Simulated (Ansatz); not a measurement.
**Phonons of ScPd (Pm-3m) against volume**

Does ScPd (Pm-3m) expand much on heating, by its phonons?

Program: Ansatz 0.2.0. Level of theory: DFT PBEsol, scalar-relativistic, plane waves, PAW; PAW set soft_1. Results are calculated unless marked as measured.

Report form: the programs' logs are mostly left out.

### 1. The structure

It takes space group Pm-3m (No. 221, cubic). The conventional cell has a = 3.268 Å, b = 3.268 Å, c = 3.268 Å, α = 90.00°, β = 90.00°, γ = 90.00°. Nearest to Sc lie 8 Pd at 2.83 Å. Nearest to Pd lie 8 Sc at 2.83 Å. Farther neighbours are not listed.

Coordinates:

```cif
data_structure
_symmetry_space_group_name_H-M 'P 1'
_symmetry_Int_Tables_number 1
_cell_length_a 3.2679
_cell_length_b 3.2679
_cell_length_c 3.2679
_cell_angle_alpha 90.000
_cell_angle_beta 90.000
_cell_angle_gamma 90.000
_cell_volume 34.90
loop_
_atom_site_label
_atom_site_type_symbol
_atom_site_fract_x
_atom_site_fract_y
_atom_site_fract_z
_atom_site_occupancy
Sc1 Sc 0.50000 0.50000 0.50000 1
Pd2 Pd 0.00000 0.00000 0.00000 1
```

### 2. The dispersion

The cell comes from relaxations at this level that are not shown. Stability and thermal properties need the whole zone. Linear response on a 4×4×4 q mesh gives force constants as far as a supercell of that size would.

The input, input.yaml:

```yaml
crystal:
  lattice:
    - [3.2679160855, 0.0, 0.0]
    - [0.0, 3.2679160855, 0.0]
    - [0.0, 0.0, 3.2679160855]
  atoms:
    - { symbol: Sc, position: [0.5, 0.5, 0.5] }
    - { symbol: Pd, position: [0.0, 0.0, 0.0] }
kpoints:
  mp_grid: { grid: [12, 12, 12] }
hamiltonian:
  xc: pbesol
  pseudopotentials: { kind: paw, azcp: { folder: soft_1 }, xc_functional: pbe }
scf:
  occupations: { method: methfessel_paxton, width: 0.2 }
output:
  eigenvalues: true
phonons:
  method: dfpt
  qmesh: [4, 4, 4]
  temperatures: { t_max: 1000, t_step: 50 }
  qpath:
    path:
      - [[0.0, 0.0, 0.0], [0.0, 0.5, 0.0], [0.5, 0.5, 0.0], [0.0, 0.0, 0.0], [0.5, 0.5, 0.5], [0.0, 0.5, 0.0]]
      - [[0.5, 0.5, 0.5], [0.5, 0.5, 0.0]]
    npoints: 10
```

On the command line:

```console
> ansatz run input.yaml --threads 4 --pin off --max-ram 10240MiB --backend cpu --events-out ev --progress --plain --runs-dir out
```

It took 95 s on 4 threads of AMD EPYC 9R45, shared host; peak memory 2 GiB.

This step gave:

| Property | Result |
| --- | --- |
| volume per atom | 17.45 Å³ |
| gap on the k-mesh | 0 eV |
| sum-rule residual before enforcement | 9.64e-5 eV/Å² |
| lowest frequency on the path | 0 cm⁻¹ |
| point group | m-3m |
| highest frequency on the path or at a solved wavevector | 253.6 cm⁻¹ |
| mean frequency | 132.4 cm⁻¹ |
| Debye temperature (second moment) | 277 K |
| logarithmic mean frequency | 114 cm⁻¹ |
| highest optical mode at the zone centre (no LO-TO term) | 164.4 cm⁻¹ |
| lowest optical zone-centre mode | 164.4 cm⁻¹ |
| lowest mode on the q mesh (acoustic modes at Γ apart) | 39.88 cm⁻¹ |
| zero-point energy per atom | 24.63 meV |
| heat capacity at 300 K | 23.93 J/(mol atoms K) |
| vibrational entropy at 300 K | 40.52 J/(mol atoms K) |
| edges of the widest gap between branches, on path and mesh | 110.8, 135.3 cm⁻¹ |

Frequencies (cm⁻¹) solved at each irreducible wavevector; negative means imaginary. Frequencies by wavevector, by row:

| q in reciprocal lattice units | star | mode 1 | mode 2 | mode 3 | mode 4 | mode 5 | mode 6 |
| --- | --- | --- | --- | --- | --- | --- | --- |
| 0 0 0 | 1 | 0 | 0 | 0 | 164.4 | 164.4 | 164.4 |
| 0 0 0.25 | 6 | 61.3 | 61.3 | 81.8 | 153.8 | 153.8 | 213.5 |
| 0 0 -0.5 | 3 | 89.9 | 89.9 | 110.8 | 135.3 | 135.3 | 253.4 |
| 0 0.25 0.25 | 12 | 39.9 | 76.9 | 93.6 | 145.9 | 196.3 | 212.7 |
| 0 0.25 -0.5 | 12 | 58.6 | 77.8 | 83.4 | 135.9 | 191.1 | 249 |
| 0 -0.5 -0.5 | 3 | 46.9 | 46.9 | 73.7 | 137.2 | 230.6 | 230.6 |
| 0.25 0.25 0.25 | 8 | 62.7 | 62.7 | 84.8 | 193.9 | 193.9 | 206.2 |
| 0.25 0.25 -0.5 | 12 | 60.1 | 65.4 | 75.5 | 189 | 191.1 | 243.9 |
| 0.25 -0.5 -0.5 | 6 | 61.1 | 67.8 | 67.8 | 190.5 | 236.3 | 236.3 |
| -0.5 -0.5 -0.5 | 1 | 73.8 | 73.8 | 73.8 | 243.9 | 243.9 | 243.9 |

Symmetry leaves 10 wavevectors to solve. The lowest mode among them, the acoustic zeros apart, lies at q = (0, 0.25, 0.25) and is real, 39.9 cm⁻¹.

### 3. Relaxing at another volume, volume ratio 0.97

The volume is scaled by 0.97 and held; symmetry leaves nothing to relax, so this is a single point. The modes can then be followed against volume.

input.yaml, the sections that differ from step 2:

```yaml
crystal:
  lattice:
    - [3.2349045751, 0.0, 0.0]
    - [0.0, 3.2349045751, 0.0]
    - [0.0, 0.0, 3.2349045751]
  atoms:
    - { symbol: Sc, position: [0.5, 0.5, 0.5] }
    - { symbol: Pd, position: [0.0, 0.0, 0.0] }
output:
  forces: true
  stress: true
  eigenvalues: true
# kpoints, hamiltonian, scf: as in step 2
# phonons: removed
```

The job ended after 0.46 s (4 threads; peak memory 0.4 GiB).

Numbers from this step:

```yaml
pressure: 4.045 GPa
volume_per_atom: 16.93 Å³
```

The run ends at a pressure of 4.05 GPa.

### 4. Phonons at the other volume, volume ratio 0.97

The phonons are repeated at this volume on the same k and q meshes.

input.yaml, as its differences from that of step 3:

```diff
@@ -16,4 +16,11 @@
 output:
-  forces: true
-  stress: true
   eigenvalues: true
+phonons:
+  method: dfpt
+  qmesh: [4, 4, 4]
+  temperatures: { t_max: 1000, t_step: 50 }
+  qpath:
+    path:
+      - [[0.0, 0.0, 0.0], [0.0, 0.5, 0.0], [0.5, 0.5, 0.0], [0.0, 0.0, 0.0], [0.5, 0.5, 0.5], [0.0, 0.5, 0.0]]
+      - [[0.5, 0.5, 0.5], [0.5, 0.5, 0.0]]
+    npoints: 10
```

Elapsed: 94 s, on 4 threads; peak memory 2 GiB; 5.9 min of CPU time.

This step gave:

* sum-rule residual before enforcement: 4.75e-5 eV/Å²
* highest frequency on the path or at a solved wavevector: 266 cm⁻¹
* mean frequency: 140.6 cm⁻¹
* Debye temperature (second moment): 293 K
* logarithmic mean frequency: 121.4 cm⁻¹
* highest optical mode at the zone centre (no LO-TO term): 177.5 cm⁻¹
* lowest optical zone-centre mode: 177.5 cm⁻¹
* lowest mode on the q mesh (acoustic modes at Γ apart): 40.75 cm⁻¹
* zero-point energy per atom: 26.15 meV
* heat capacity at 300 K: 23.81 J/(mol atoms K)
* vibrational entropy at 300 K: 39.02 J/(mol atoms K)
* edges of the widest gap between branches, on path and mesh: 118.4, 143.2 cm⁻¹

Frequencies (cm⁻¹) solved at each irreducible wavevector; negative means imaginary. Frequencies by wavevector, by row:

| q in reciprocal lattice units | star | mode 1 | mode 2 | mode 3 | mode 4 | mode 5 | mode 6 |
| --- | --- | --- | --- | --- | --- | --- | --- |
| 0 0 0 | 1 | 0 | 0 | 0 | 177.5 | 177.5 | 177.5 |
| 0 0 0.25 | 6 | 64.7 | 64.7 | 87.5 | 165.2 | 165.2 | 224.7 |
| 0 0 -0.5 | 3 | 96.6 | 96.6 | 118.4 | 143.2 | 143.2 | 265.6 |
| 0 0.25 0.25 | 12 | 40.8 | 81.6 | 99.9 | 156.7 | 210 | 223 |
| 0 0.25 -0.5 | 12 | 63.1 | 81.2 | 89.5 | 145 | 203.2 | 261.8 |
| 0 -0.5 -0.5 | 3 | 49 | 49 | 80.3 | 147.6 | 244.2 | 244.2 |
| 0.25 0.25 0.25 | 8 | 67.5 | 67.5 | 89.7 | 205.5 | 205.5 | 217.6 |
| 0.25 0.25 -0.5 | 12 | 65 | 72.8 | 80.1 | 199.6 | 201.7 | 256.2 |
| 0.25 -0.5 -0.5 | 6 | 69.6 | 74.8 | 74.8 | 200 | 248.2 | 248.2 |
| -0.5 -0.5 -0.5 | 1 | 83.8 | 83.8 | 83.8 | 254.3 | 254.3 | 254.3 |

The highest optical mode at the zone centre (no LO-TO term) is 177.5 cm⁻¹, +13.1 cm⁻¹ against the base run.

### 5. Relaxing at another volume, volume ratio 1.03

The volume is scaled by 1.03 and held; symmetry leaves nothing to relax, so this is a single point. The modes can then be followed against volume.

input.yaml, the sections that differ from step 4:

```yaml
crystal:
  lattice:
    - [3.3002737947, 0.0, 0.0]
    - [0.0, 3.3002737947, 0.0]
    - [0.0, 0.0, 3.3002737947]
  atoms:
    - { symbol: Sc, position: [0.5, 0.5, 0.5] }
    - { symbol: Pd, position: [0.0, 0.0, 0.0] }
output:
  forces: true
  stress: true
  eigenvalues: true
  write_density: true
  write_potential: true
  elf: true
  volumetric_format: npy
# kpoints, hamiltonian, scf: as in step 4
# phonons: removed
```

It took 0.57 s on 4 threads; peak memory 0.43 GiB; 1.8 s of CPU time.

This step gave:

```yaml
pressure: -3.447 GPa
volume_per_atom: 17.97 Å³
```

The run ends at a pressure of -3.45 GPa.

### 6. Phonons at the other volume, volume ratio 1.03

input.yaml, the sections that differ from step 5:

```yaml
output:
  eigenvalues: true
phonons:
  method: dfpt
  qmesh: [4, 4, 4]
  temperatures: { t_max: 1000, t_step: 50 }
  qpath:
    path:
      - [[0.0, 0.0, 0.0], [0.0, 0.5, 0.0], [0.5, 0.5, 0.0], [0.0, 0.0, 0.0], [0.5, 0.5, 0.5], [0.0, 0.5, 0.0]]
      - [[0.5, 0.5, 0.5], [0.5, 0.5, 0.0]]
    npoints: 10
# crystal, kpoints, hamiltonian, scf: as in step 5
```

It took 98 s on 4 threads; peak memory 2 GiB; 6.2 min of CPU time.

This step gave:

| Property | Result |
| --- | --- |
| sum-rule residual before enforcement | 3.36e-5 eV/Å² |
| highest frequency on the path or at a solved wavevector | 241.7 cm⁻¹ |
| mean frequency | 124.4 cm⁻¹ |
| Debye temperature (second moment) | 261 K |
| logarithmic mean frequency | 106.6 cm⁻¹ |
| highest optical mode at the zone centre (no LO-TO term) | 151.8 cm⁻¹ |
| lowest optical zone-centre mode | 151.8 cm⁻¹ |
| lowest mode on the q mesh (acoustic modes at Γ apart) | 38.57 cm⁻¹ |
| zero-point energy per atom | 23.14 meV |
| heat capacity at 300 K | 24.03 J/(mol atoms K) |
| vibrational entropy at 300 K | 42.15 J/(mol atoms K) |
| edges of the widest gap between branches, on path and mesh | 103.6, 127.2 cm⁻¹ |

The highest optical mode at the zone centre (no LO-TO term) is 151.8 cm⁻¹, -12.6 cm⁻¹ against the base run.

### 7. Grüneisen parameters

The Grüneisen parameter of a mode is minus the logarithmic change of its frequency with volume, −d ln ω / d ln V; weighted by heat capacity it gives the expansion.

Numbers from this step:

| Property | Result |
| --- | --- |
| bulk modulus | 124.8 GPa |

The phonon branches at the labelled points (cm⁻¹):

| point | branch 1 | branch 2 | branch 3 | branch 4 | branch 5 | branch 6 |
| --- | --- | --- | --- | --- | --- | --- |
| Γ | 0 | 0 | 0 | 164 | 164 | 164 |
| halfway | 61 | 61 | 82 | 154 | 154 | 214 |
| X | 90 | 90 | 111 | 135 | 135 | 253 |
| halfway | 59 | 78 | 83 | 136 | 191 | 249 |
| M | 47 | 47 | 74 | 137 | 231 | 231 |
| halfway | 40 | 77 | 94 | 146 | 196 | 213 |
| Γ | 0 | 0 | 0 | 164 | 164 | 164 |
| halfway | 63 | 63 | 85 | 194 | 194 | 206 |
| R | 74 | 74 | 74 | 244 | 244 | 244 |
| halfway | 60 | 65 | 76 | 189 | 191 | 244 |
| X | 90 | 90 | 111 | 135 | 135 | 253 |
| jump to R | 74 | 74 | 74 | 244 | 244 | 244 |
| halfway | 61 | 68 | 68 | 190 | 236 | 236 |
| M | 47 | 47 | 74 | 137 | 231 | 231 |

The same for volume x 0.97:

| point | branch 1 | branch 2 | branch 3 | branch 4 | branch 5 | branch 6 |
| --- | --- | --- | --- | --- | --- | --- |
| Γ | 0 | 0 | 0 | 178 | 178 | 178 |
| X | 97 | 97 | 118 | 143 | 143 | 266 |
| M | 49 | 49 | 80 | 148 | 244 | 244 |
| Γ | 0 | 0 | 0 | 178 | 178 | 178 |
| R | 84 | 84 | 84 | 254 | 254 | 254 |
| X | 97 | 97 | 118 | 143 | 143 | 266 |
| R | 84 | 84 | 84 | 254 | 254 | 254 |
| M | 49 | 49 | 80 | 148 | 244 | 244 |

The same for volume x 1.03:

| point | branch 1 | branch 2 | branch 3 | branch 4 | branch 5 | branch 6 |
| --- | --- | --- | --- | --- | --- | --- |
| Γ | 0 | 0 | 0 | 152 | 152 | 152 |
| X | 84 | 84 | 104 | 128 | 128 | 242 |
| M | 44 | 44 | 67 | 127 | 218 | 218 |
| Γ | 0 | 0 | 0 | 152 | 152 | 152 |
| R | 64 | 64 | 64 | 234 | 234 | 234 |
| X | 84 | 84 | 104 | 128 | 128 | 242 |
| R | 64 | 64 | 64 | 234 | 234 | 234 |
| M | 44 | 44 | 67 | 127 | 218 | 218 |

Mode Grueneisen parameter -dln(w)/dln(V), modes matched by rank; at Γ the acoustic branches take the value of a neighbouring point of the path. The mode Grüneisen parameters at the labelled points ():

| point | branch 1 | branch 2 | branch 3 | branch 4 | branch 5 | branch 6 |
| --- | --- | --- | --- | --- | --- | --- |
| Γ | 1.70 | 1.70 | 1.48 | 2.61 | 2.61 | 2.61 |
| halfway | 1.85 | 1.85 | 2.26 | 2.44 | 2.44 | 1.73 |
| X | 2.43 | 2.43 | 2.22 | 1.93 | 1.93 | 1.58 |
| halfway | 2.69 | 1.48 | 2.42 | 2.18 | 2.06 | 1.68 |
| M | 1.83 | 1.83 | 2.92 | 2.47 | 1.91 | 1.91 |
| halfway | 0.88 | 2.04 | 2.23 | 2.40 | 2.27 | 1.59 |
| Γ | -2.34 | 1.64 | 1.83 | 2.61 | 2.61 | 2.61 |
| halfway | 2.58 | 2.58 | 1.95 | 1.94 | 1.94 | 1.81 |
| R | 4.54 | 4.54 | 4.54 | 1.40 | 1.40 | 1.40 |
| halfway | 2.87 | 3.79 | 2.06 | 2.00 | 1.64 | 1.65 |
| X | 2.43 | 2.43 | 2.22 | 1.93 | 1.93 | 1.58 |
| jump to R | 4.54 | 4.54 | 4.54 | 1.40 | 1.40 | 1.40 |
| halfway | 4.67 | 3.48 | 3.48 | 1.64 | 1.64 | 1.64 |
| M | 1.83 | 1.83 | 2.92 | 2.47 | 1.91 | 1.91 |

(dS/dlnV)/C_V. Table of thermodynamic Grueneisen parameter by temperature:

| temperature (K) | thermodynamic Grueneisen parameter |
| --- | --- |
| 50 | 2.35 |
| 100 | 2.25 |
| 150 | 2.21 |
| 200 | 2.19 |
| 250 | 2.19 |
| 300 | 2.18 |
| 350 | 2.18 |
| 400 | 2.18 |
| 450 | 2.17 |
| 500 | 2.17 |
| 550 | 2.17 |
| 600 | 2.17 |
| 650 | 2.17 |
| 700 | 2.17 |
| 750 | 2.17 |
| 800 | 2.17 |
| 850 | 2.17 |
| 900 | 2.17 |
| 950 | 2.17 |
| 1000 | 2.17 |

Gamma C_V/(B V) at the static volume. The volume expansion by temperature:

| temperature (K) | volume expansion (1e-6/K) |
| --- | --- |
| 50 | 19.1 |
| 100 | 31.2 |
| 150 | 36.0 |
| 200 | 38.1 |
| 250 | 39.2 |
| 300 | 39.8 |
| 350 | 40.2 |
| 400 | 40.4 |
| 450 | 40.6 |
| 500 | 40.7 |
| 550 | 40.8 |
| 600 | 40.9 |
| 650 | 41.0 |
| 700 | 41.0 |
| 750 | 41.0 |
| 800 | 41.1 |
| 850 | 41.1 |
| 900 | 41.1 |
| 950 | 41.1 |
| 1000 | 41.1 |

### 8. Outcome

* bulk modulus: 125 GPa
* thermodynamic Grüneisen parameter at 300 K: 2.18
* volume expansion at 300 K, estimated: 39.78 × 10⁻⁶ K⁻¹

What this shows: By this estimate the volume grows by 39.8 × 10⁻⁶ per kelvin at 300 K. The highest optical mode at Γ goes from 178 to 152 cm⁻¹ as the cell grows, a Grüneisen parameter of 2.61. Mode parameters on the path run from -2.3 to 4.9, with a median of 2.0. Modes with negative values stiffen as the cell grows and pull against the expansion. Branches are matched by rank, so values near crossings are rough. The expansion is the Grüneisen estimate at the static volume, with the static bulk modulus. With no gap, or one that is small against the smearing, the frequencies hang on the k mesh and the smearing, most of all near Kohn anomalies. The phonon runs are without spin polarisation, although the cell has an odd electron count. The PAW files were made for PBE and serve the other functionals too. A phonon run warned that its eigensolver left some bands unconverged in a pass.

[Logs are printed without paths, hosts, clocks, repeated set-up lines and the standing remarks that a program may print on its own settings, such as how far it seeks lower states.]

[Hosts, paths, dates, database ids (printed as entryN), source tags and the programs' standing remarks are cut or masked in the printed files.]
